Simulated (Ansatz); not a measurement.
# The perfect C wire along [111], 14 atoms a period, H-terminated

Wanted: the relaxed geometry and the bands of the C wire along [111], 14 atoms a period, H-terminated.

Program: Ansatz 0.2.0. Level of theory: DFT PBE, plane waves, PAW; relaxation of a wire's period; PAW set soft_1, in the first sound run; inputs show where later runs differ. Results are calculated unless marked as measured.

## (1) Set-up

The cell holds 32 atoms: 14 C and 18 H. Its edges and angles: a = 11.153 Å, b = 11.827 Å, c = 6.183 Å, α = 90.0°, β = 90.0°, γ = 90.0°. Vacuum lies along a and b. The structure's axis is c.

## (2) Relaxing the period

Band widths follow the bond lengths, so the wire is relaxed first. The atoms and the third cell vector are free; the box across stays fixed as vacuum. A Fermi-Dirac smearing is set since the result may be a metal. The pressure printed is a third of the stress's trace over the whole box, vacuum included; only the stress along the axis is relaxed.

input.yaml reads:

```yaml
crystal:
  lattice:
    - [11.153, 0.0, 0.0]
    - [0.0, 11.827, 0.0]
    - [0.0, 0.0, 6.183421383]
  atoms:
    - { symbol: C, position: [0.500014505, 0.499990913, 0.0] }
    - { symbol: C, position: [0.500014505, 0.499990913, 0.25] }
    - { symbol: H, position: [0.304850713, 0.483017028, 0.272956835] }
    - { symbol: H, position: [0.386844452, 0.349093024, 0.272956835] }
    - { symbol: H, position: [0.418020766, 0.667862686, 0.272956835] }
    - { symbol: H, position: [0.582008244, 0.667862686, 0.272956835] }
    - { symbol: H, position: [0.613184558, 0.349093024, 0.272956835] }
    - { symbol: H, position: [0.695178297, 0.483017028, 0.272956835] }
    - { symbol: C, position: [0.386844452, 0.438375693, 0.333333333] }
    - { symbol: C, position: [0.500014505, 0.623221351, 0.333333333] }
    - { symbol: C, position: [0.613184558, 0.438375693, 0.333333333] }
    - { symbol: C, position: [0.386844452, 0.438375693, 0.583333333] }
    - { symbol: C, position: [0.500014505, 0.623221351, 0.583333333] }
    - { symbol: C, position: [0.613184558, 0.438375693, 0.583333333] }
    - { symbol: H, position: [0.304850713, 0.606247466, 0.606290168] }
    - { symbol: H, position: [0.500014505, 0.287477805, 0.606290168] }
    - { symbol: H, position: [0.695178297, 0.606247466, 0.606290168] }
    - { symbol: H, position: [0.304850713, 0.393734359, 0.643709832] }
    - { symbol: H, position: [0.500014505, 0.71250402, 0.643709832] }
    - { symbol: H, position: [0.695178297, 0.393734359, 0.643709832] }
    - { symbol: C, position: [0.386844452, 0.561606132, 0.666666667] }
    - { symbol: C, position: [0.500014505, 0.376760474, 0.666666667] }
    - { symbol: C, position: [0.613184558, 0.561606132, 0.666666667] }
    - { symbol: C, position: [0.386844452, 0.561606132, 0.916666667] }
    - { symbol: C, position: [0.500014505, 0.376760474, 0.916666667] }
    - { symbol: C, position: [0.613184558, 0.561606132, 0.916666667] }
    - { symbol: H, position: [0.304850713, 0.516964797, 0.977043165] }
    - { symbol: H, position: [0.386844452, 0.650888801, 0.977043165] }
    - { symbol: H, position: [0.418020766, 0.33211914, 0.977043165] }
    - { symbol: H, position: [0.582008244, 0.33211914, 0.977043165] }
    - { symbol: H, position: [0.613184558, 0.650888801, 0.977043165] }
    - { symbol: H, position: [0.695178297, 0.516964797, 0.977043165] }
kpoints:
  mp_grid: { grid: [1, 1, 13] }
scf:
  occupations: { method: fermi_dirac, width: 0.05 }
hamiltonian:
  xc: pbe
  pseudopotentials: { kind: paw, azcp: { folder: soft_1 } }
relax:
  cell: { fix: [a, b, alpha, beta, gamma] }
  max_steps: 45
  f_tol: 0.03
```

Command:

```
$ ansatz run input.yaml --threads 4 --pin off --max-ram 16384MiB --backend cpu --events-out ev --progress --plain --runs-dir out
```

Numbers of over 12 decimals in the logs are rounded to 6 here.

Output:

```text
Engine: ansatz 0.2.0, aarch64-unknown-linux-gnu
Pseudopotentials: kind: paw
Pseudopotential: C, paw, valence charge 4, recommended cutoff 420 eV (normal), soft_1/C.paw.azcp
Pseudopotential: H, paw, valence charge 1, recommended cutoff 420 eV (normal), soft_1/H.paw.azcp
Functional definition: PBE
  parameter kappa = 0.804
  parameter beta = 0.066725
  exchange = pbe_x(kappa = kappa, mu = beta*pi^2/3)
  correlation = pbe_c(beta = beta)
Crystal: 32 atoms, lattice volume = 815.634 Å³
Basis set: ecut = 420 eV, 15943 PW (Γ), exchange–correlation on 150×160×90 points (8 copies of the dense FFT grid, shifted against one another)
Bands: 69, of which v1, the nominal top of the filled ones, is band 37 counted from 1 (36 counted from 0)
Symmetry: 4 space group operations
Space group: P2/m (ITA 10), of the structure as read, at distance tolerance 9.3e-5 Å
k-points: 7 of 13
Non-local potential: C, projectors of the file, l = 0: 2, l = 1: 2, l = 2: 1
Non-local potential: H, projectors of the file, l = 0: 2, l = 1: 1
PAW form: soft (Blöchl's): semilocal exchange-correlation on the pseudo side does not see the compensation charge
PAW one-centre angular grid: C, 110 points (default); XC on 64 Gauss nodes
PAW one-centre angular grid: H, 110 points (default); XC on 64 Gauss nodes
Initial density: superposition of atomic densities (neutral atoms: chi_scale 0, normalization atom)
Initial wavefunctions: pseudopotential atomic-orbital guess
Functional: x = pbe(κ = 0.804, μ = 0.219515), c = pbe(β = 0.066725)
SCF iter   1: F=—  HF=-3817.142973 eV  |F-HF|=—  |Δ(HF+E_count)|=         —  Δρ=6.59e-2  dr2=4.37e1  ethr=3.10e-3  ⟨swp⟩=8.6  Hψ=2724  notcnv=0  defer=44
preconditioner: auto → Resta (q_TF=auto, 1.829 Å⁻¹)  ε∞=1.4  [insulator: Δε(μ)=8.661 eV  Ē_g=16.771 eV  σ=0.050 eV  W_gap=1.00  n_scr=78 (ndim 8)  ℏωp=11.2 eV  f_vac=0.640  D(μ)=0.00/eV (n_scr^D=0)  ε∞_Penn≈1.4  vacuum switching on, ρ_ref=2.0e-2 e/Å³]
SCF iter   2: F=—  HF=-3803.386329 eV  |F-HF|=—  |Δ(HF+E_count)|=    1.38e1  Δρ=2.99e-2  dr2=4.61e0  ethr=3.10e-3  ⟨swp⟩=4.0  Hψ=1065  notcnv=0  defer=182
SCF iter   3: F=—  HF=-3802.183006 eV  |F-HF|=—  |Δ(HF+E_count)|=    1.20e0  Δρ=1.03e-2  dr2=6.48e-1  ethr=3.10e-3  ⟨swp⟩=2.0  Hψ=631  notcnv=0  defer=182
SCF iter   4: F=—  HF=-3802.031599 eV  |F-HF|=—  |Δ(HF+E_count)|=   1.51e-1  Δρ=1.70e-3  dr2=2.50e-2  ethr=8.75e-4  ⟨swp⟩=3.6  Hψ=742  notcnv=0  defer=184
SCF iter   5: F=—  HF=-3802.029397 eV  |F-HF|=—  |Δ(HF+E_count)|=   2.20e-3  Δρ=5.49e-4  dr2=1.92e-3  ethr=3.37e-5  ⟨swp⟩=2.3  Hψ=546  notcnv=0  defer=184
SCF iter   6: F=—  HF=-3802.029646 eV  |F-HF|=—  |Δ(HF+E_count)|=   2.49e-4  Δρ=1.78e-4  dr2=1.05e-4  ethr=2.60e-6  ⟨swp⟩=2.0  Hψ=536  notcnv=0  defer=184
SCF iter   7: F=—  HF=-3802.029813 eV  |F-HF|=—  |Δ(HF+E_count)|=   1.67e-4  Δρ=2.37e-5  dr2=3.89e-6  ethr=1.42e-7  ⟨swp⟩=2.0  Hψ=558  notcnv=0  defer=184
SCF iter   8: F=—  HF=-3802.029693 eV  |F-HF|=—  |Δ(HF+E_count)|=   1.20e-4  Δρ=3.07e-6  dr2=6.00e-8  ethr=1.35e-10  ⟨swp⟩=3.7  Hψ=1793  notcnv=0
SCF iter   9: F=-3802.029693 eV  HF=-3802.029693 eV  |F-HF|=1.75e-8  |Δ(HF+E_count)|=   7.44e-8  Δρ=1.34e-6  dr2=2.22e-8  ethr=8.11e-11  ⟨swp⟩=3.0  Hψ=1343  notcnv=0
SCF 1 converged in 9 iterations: F = -3802.029693 eV  dr2 = 2.22e-8
  greatest PAW one-centre occupation: 0.651 electrons in one spin orbital (limit 2), on the C atom at site 24 (counted from 0), in its partial waves of l = 0
relax step   1: F+E_penalty+E_count = -3802.02969322 eV  Δ(F+E_penalty+E_count) = +0.000e0 eV  max|allowed force component| = 6.349e-1 eV/Å  Δτ_max = 0.0000 Å  P = -0.591 GPa  Ω = 815.634 Å³  fix = [a, b, alpha, beta, gamma]  reactions: a -1.423, b -1.427 GPa; alpha -0.001 GPa/rad  (9 SCF iters, dr2 threshold 1.00e-7 eV, accepted)
Crystal: 32 atoms, lattice volume = 850.311 Å³
Basis set: ecut = 420 eV, 16627 PW (Γ), exchange–correlation on 150×160×90 points (8 copies of the dense FFT grid, shifted against one another)
Initial density: handed on by an earlier stage of this run
Initial wavefunctions: those handed on with the density
iter 1 solved again at ethr=9.75e-4 eV; its pass at ethr=3.10e-3 eV (dr2=7.21e-1 eV) is discarded
SCF iter   1: F=—  HF=-3802.445334 eV  |F-HF|=—  |Δ(HF+E_count)|=         —  Δρ=1.22e-2  dr2=7.31e-1  ethr=9.75e-4  ⟨swp⟩=6.4  Hψ=2742  notcnv=0
preconditioner: auto → Resta (q_TF=auto, 1.816 Å⁻¹)  ε∞=1.6  [insulator: Δε(μ)=4.900 eV  Ē_g=13.926 eV  σ=0.050 eV  W_gap=1.00  n_scr=78 (ndim 8)  ℏωp=11.0 eV  f_vac=0.713  D(μ)=0.00/eV (n_scr^D=0)  ε∞_Penn≈1.6  vacuum switching on, ρ_ref=1.4e-2 e/Å³]
SCF iter   2: F=—  HF=-3802.326022 eV  |F-HF|=—  |Δ(HF+E_count)|=   1.19e-1  Δρ=5.39e-3  dr2=1.09e-1  ethr=9.75e-4  ⟨swp⟩=2.6  Hψ=836  notcnv=0  defer=98
SCF iter   3: F=—  HF=-3802.327047 eV  |F-HF|=—  |Δ(HF+E_count)|=   1.03e-3  Δρ=2.14e-3  dr2=1.80e-2  ethr=1.48e-4  ⟨swp⟩=2.1  Hψ=702  notcnv=0  defer=151
SCF iter   4: F=—  HF=-3802.328325 eV  |F-HF|=—  |Δ(HF+E_count)|=   1.28e-3  Δρ=2.64e-4  dr2=3.39e-4  ethr=2.43e-5  ⟨swp⟩=2.1  Hψ=556  notcnv=0  defer=154
SCF iter   5: F=—  HF=-3802.328404 eV  |F-HF|=—  |Δ(HF+E_count)|=   7.94e-5  Δρ=4.53e-5  dr2=1.90e-5  ethr=4.57e-7  ⟨swp⟩=2.4  Hψ=694  notcnv=0  defer=154
SCF iter   6: F=-3802.328407 eV  HF=-3802.328409 eV  |F-HF|=1.55e-6  |Δ(HF+E_count)|=   4.90e-6  Δρ=1.50e-5  dr2=2.98e-6  ethr=4.32e-9  ⟨swp⟩=5.0  Hψ=1475  notcnv=0
SCF 2 converged in 6 iterations: F = -3802.328407 eV  dr2 = 2.98e-6
  greatest PAW one-centre occupation: 0.652 electrons in one spin orbital (limit 2), on the C atom at site 24 (counted from 0), in its partial waves of l = 0
relax step   2: F+E_penalty+E_count = -3802.32840747 eV  Δ(F+E_penalty+E_count) = -2.987e-1 eV  max|allowed force component| = 1.001e0 eV/Å  Δτ_max = 0.1153 Å  P = -0.286 GPa  Ω = 850.311 Å³  energy of the carried Pulay correction = -1.948e-2 eV  fix = [a, b, alpha, beta, gamma]  reactions: a -0.087, b -0.090 GPa; alpha -0.000 GPa/rad  (6 SCF iters, dr2 threshold 3.20e-6 eV, accepted)
Crystal: 32 atoms, lattice volume = 840.298 Å³
Basis set: ecut = 420 eV, 16431 PW (Γ), exchange–correlation on 150×160×90 points (8 copies of the dense FFT grid, shifted against one another)
iter 1 solved again at ethr=8.67e-5 eV; its pass at ethr=3.10e-3 eV (dr2=6.41e-2 eV) is discarded
SCF iter   1: F=—  HF=-3802.440091 eV  |F-HF|=—  |Δ(HF+E_count)|=         —  Δρ=3.84e-3  dr2=6.55e-2  ethr=8.67e-5  ⟨swp⟩=5.4  Hψ=2244  notcnv=0  defer=1
[...]
iter 1 solved again at ethr=6.78e-7 eV; its pass at ethr=3.10e-3 eV (dr2=5.01e-4 eV) is discarded
SCF iter   1: F=—  HF=-3802.450787 eV  |F-HF|=—  |Δ(HF+E_count)|=         —  Δρ=2.86e-5  dr2=2.05e-7  ethr=6.78e-7  ⟨swp⟩=11.9  Hψ=4893  notcnv=0  defer=7
eigensolver tolerance schedule: the retry pair's looser diagonalisation over-reported the residual by 2447.47 of it (diagonalisation noise at 1.15 of the residual, at the tolerance the schedule requests for it); recorded, not acted on — ethr = c·dr2/N_el stays at c = 1.0e-1
preconditioner: auto → Resta (q_TF=auto, 1.820 Å⁻¹)  ε∞=1.6  [insulator: Δε(μ)=4.766 eV  Ē_g=13.967 eV  σ=0.050 eV  W_gap=1.00  n_scr=78 (ndim 8)  ℏωp=11.0 eV  f_vac=0.704  D(μ)=0.00/eV (n_scr^D=0)  ε∞_Penn≈1.6  vacuum switching on, ρ_ref=1.4e-2 e/Å³]
SCF iter   2: F=—  HF=-3802.451576 eV  |F-HF|=—  |Δ(HF+E_count)|=   7.89e-4  Δρ=1.44e-5  dr2=7.14e-8  ethr=2.77e-10  ⟨swp⟩=3.0  Hψ=1110  notcnv=0  defer=4
SCF iter   3: F=—  HF=-3802.451936 eV  |F-HF|=—  |Δ(HF+E_count)|=   3.60e-4  Δρ=6.30e-6  dr2=8.59e-9  ethr=9.64e-11  ⟨swp⟩=3.0  Hψ=619  notcnv=0  defer=4
SCF iter   4: F=—  HF=-3802.452085 eV  |F-HF|=—  |Δ(HF+E_count)|=   1.49e-4  Δρ=5.43e-7  dr2=9.41e-10  ethr=1.16e-11  ⟨swp⟩=3.3  Hψ=757  notcnv=0  defer=4
SCF iter   5: F=-3802.452087 eV  HF=-3802.452087 eV  |F-HF|=9.24e-8  |Δ(HF+E_count)|=   2.39e-6  Δρ=1.08e-7  dr2=1.23e-10  ethr=1.00e-12  ⟨swp⟩=5.6  Hψ=1429  notcnv=0
SCF 8 converged in 5 iterations: F = -3802.452087 eV  dr2 = 1.23e-10
relax step   8: F+E_penalty+E_count = -3802.45208707 eV  Δ(F+E_penalty+E_count) = -4.010e-4 eV  max|allowed force component| = 4.657e-3 eV/Å  Δτ_max = 0.0000 Å  P = +0.004 GPa  Ω = 839.159 Å³  fix = [a, b, alpha, beta, gamma]  reactions: a +0.003, b +0.001 GPa; alpha -0.000 GPa/rad  stress off target by 6.86e-3 GPa on what of the cell is left free  SCF on the basis re-selected at this cell (its energy is not comparable with the rows above)  (5 SCF iters)
basis re-selected at this cell: Δ(F+E_penalty+E_count) = -4.010e-4 eV, ΔP = +0.000 GPa vs the last step (what re-selecting the basis moved, of the pressure what is left beyond the Pulay correction that the steps carried, after the strain that the cell walked since its last selection, with what the two solves' SCF thresholds leave and, on support functions, any second-order correction that the steps lacked; it is no m [...]
SCF converged after 5 iterations
Free energy (F): -3802.452087 eV
Harris-Foulkes:  -3802.452087 eV  (|F-HF|=9.24e-8)
Internal energy: -3802.452087 eV  (E = F + TS)
E sigma→0 (E₀):  -3802.452087 eV
Fermi energy:    -1.571604 eV
--- Per-component energies (eV) ---
  E_band       = -717.843545
  E_kinetic    = 1497.881494
  E_local      = -15918.360031  (includes V_loc(G=0)·N_el)
  E_nonlocal   = 333.326534
  E_hartree    = 7260.087264
  E_xc         = -825.789422
  E_vxc        = -1027.285119  (∫ρ·V_xc dr)
  E_paw        = -1412.071508  (= ΣΔE_a)
  E_vpaw       = -123.561893  (= ΣTr[D̂ρ^β])
  E_aug_tail   = -0.019521  (compensation charges beyond the density's cutoff)
  E_ewald      = 5262.493102
  E_smearing   = -0.000000  (= −TS)
  E_closure    = -0.000000  (closes the sum)
  Σ components = -3802.452087   (vs F -3802.452087, Δ=0.00e0)
--- Forces (eV/Å), atoms counted from 1 ---
  atom   1  C      0.00000000     0.00001624    -0.00138498
  atom   2  C      0.00000000    -0.00001624     0.00138498
  atom   3  H     -0.00016893    -0.00015675     0.00070090
  atom   4  H     -0.00022523    -0.00005586     0.00071863
  atom   5  H      0.00005113     0.00023506     0.00069931
  atom   6  H     -0.00005113     0.00023506     0.00069931
  atom   7  H      0.00022523    -0.00005586     0.00071863
  atom   8  H      0.00016893    -0.00015675     0.00070090
  atom   9  C      0.00210532     0.00120577    -0.00465727
  atom  10  C      0.00000000    -0.00243072    -0.00464927
  atom  11  C     -0.00210532     0.00120577    -0.00465727
  atom  12  C     -0.00085250    -0.00053059     0.00430093
  atom  13  C     -0.00000000     0.00100486     0.00430945
  atom  14  C      0.00085250    -0.00053059     0.00430093
  atom  15  H     -0.00045849     0.00027242     0.00092146
  atom  16  H      0.00000000    -0.00051575     0.00093761
  atom  17  H      0.00045849     0.00027242     0.00092146
  atom  18  H     -0.00045849    -0.00027242    -0.00092146
  atom  19  H      0.00000000     0.00051575    -0.00093761
  atom  20  H      0.00045849    -0.00027242    -0.00092146
  atom  21  C     -0.00085250     0.00053059    -0.00430093
  atom  22  C      0.00000000    -0.00100486    -0.00430945
  atom  23  C      0.00085250     0.00053059    -0.00430093
  atom  24  C      0.00210532    -0.00120577     0.00465727
  atom  25  C      0.00000000     0.00243072     0.00464927
  atom  26  C     -0.00210532    -0.00120577     0.00465727
  atom  27  H     -0.00016893     0.00015675    -0.00070090
  atom  28  H     -0.00022523     0.00005586    -0.00071863
  atom  29  H      0.00005113    -0.00023506    -0.00069931
  atom  30  H     -0.00005113    -0.00023506    -0.00069931
  atom  31  H      0.00022523     0.00005586    -0.00071863
  atom  32  H      0.00016893     0.00015675    -0.00070090
  max |Σ_I F_I| component: 7.59e-19 eV/Å
--- Stress (GPa, compression-positive) ---
        0.002774       0.000000       0.000000
        0.000000       0.001340       0.000179
        0.000000       0.000181       0.006859
  P = ⅓ Tr σ = 0.0037 GPa (0.037 kbar)
--- Relaxed structure (6 steps of the walk, 6 accepted, 2 SCFs on fresh bases) ---
  F+E_penalty+E_count = -3802.45208707 eV   max|allowed force component| = 4.657e-3 eV/Å   (the final SCF, on the basis selected at the relaxed cell)
  cell:  # Å, volume = 839.1586 Å³
    - [11.153, 0.0, 0.0]
    - [0.0, 11.827, 0]
    - [0.0, 0, 6.361767]
  atoms:
    - { symbol: C, position: [0.500014505, 0.500001, 0.000124172] }
    - { symbol: C, position: [0.500014505, 0.499999, 0.249876] }
    - { symbol: H, position: [0.305779, 0.480560, 0.284615] }
    - { symbol: H, position: [0.385035, 0.351098, 0.284603] }
    - { symbol: H, position: [0.420754, 0.668349, 0.284612] }
    - { symbol: H, position: [0.579275, 0.668349, 0.284612] }
    - { symbol: H, position: [0.614994, 0.351098, 0.284603] }
    - { symbol: H, position: [0.694250, 0.480560, 0.284615] }
    - { symbol: C, position: [0.388254, 0.439155, 0.340383] }
    - { symbol: C, position: [0.500014505, 0.621694, 0.340387] }
    - { symbol: C, position: [0.611775, 0.439155, 0.340383] }
    - { symbol: C, position: [0.388334, 0.439194, 0.581728] }
    - { symbol: C, position: [0.500014505, 0.621608, 0.581734] }
    - { symbol: C, position: [0.611695, 0.439194, 0.581728] }
    - { symbol: H, position: [0.307209, 0.604964, 0.612007] }
    - { symbol: H, position: [0.500014505, 0.290057, 0.612000] }
    - { symbol: H, position: [0.692820, 0.604964, 0.612007] }
    - { symbol: H, position: [0.307209, 0.395036, 0.637993] }
    - { symbol: H, position: [0.500014505, 0.709943, 0.638000] }
    - { symbol: H, position: [0.692820, 0.395036, 0.637993] }
    - { symbol: C, position: [0.388334, 0.560806, 0.668272] }
    - { symbol: C, position: [0.500014505, 0.378392, 0.668266] }
    - { symbol: C, position: [0.611695, 0.560806, 0.668272] }
    - { symbol: C, position: [0.388254, 0.560845, 0.909617] }
    - { symbol: C, position: [0.500014505, 0.378306, 0.909613] }
    - { symbol: C, position: [0.611775, 0.560845, 0.909617] }
    - { symbol: H, position: [0.305779, 0.519440, 0.965385] }
    - { symbol: H, position: [0.385035, 0.648902, 0.965397] }
    - { symbol: H, position: [0.420754, 0.331651, 0.965388] }
    - { symbol: H, position: [0.579275, 0.331651, 0.965388] }
    - { symbol: H, position: [0.614994, 0.648902, 0.965397] }
    - { symbol: H, position: [0.694250, 0.519440, 0.965385] }
```

Wall time 48 s (4 threads of Arm Neoverse V2, shared host); peak memory 1.7 GiB.

The steps of the relaxation:

```csv
step,energy less that of the first step (eV),largest force component (eV/Å),pressure (GPa),volume (Å³)
1,0.0000,0.6349,-0.59,815.63
2,-0.2987,1.0009,-0.29,850.31
3,-0.3992,0.2724,-0.18,840.30
4,-0.4042,0.1298,-0.07,838.63
5,-0.4050,0.0271,-0.01,838.56
6*,-0.4221,0.0278,0.02,838.56
7,-0.4220,0.0046,0.00,839.16
8*,-0.4224,0.0047,0.00,839.16
```

Relaxation steps marked * repeat the geometry before them on a plane-wave basis chosen anew for their cell, so energy and pressure can jump there.

Forces are held to the 4 operations that the run works with; a distortion that breaks them can't arise in this run.

```csv
cell as run,before,after,change
c (Å),6.183,6.362,+2.9 %
```

The atoms that moved most (Å, along periodic axes as changes of fractional coordinates times the final cell, across vacuum about the mean position):

```csv
atom,dx,dy,dz,length
H30,-0.030,-0.006,-0.074,0.080
H29,0.030,-0.006,-0.074,0.080
H6,-0.030,0.006,0.074,0.080
H5,0.030,0.006,0.074,0.080
H27,0.010,0.029,-0.074,0.080
H32,-0.010,0.029,-0.074,0.080
H3,0.010,-0.029,0.074,0.080
H8,-0.010,-0.029,0.074,0.080
```

Numbers from this step:

| Property | Result |
| --- | --- |
| cell length along the wire | 6.362 Å |

The cell's length comes to 6.362 Å with spin left out.

(Continued in part 2 of 3.)

[Logs are printed without paths, hosts, clocks, repeated set-up lines and the standing remarks that a program may print on its own settings, such as how far it seeks lower states.]

[Hosts, paths, dates, database ids (printed as entryN), source tags and the programs' standing remarks are cut or masked in the printed files.]
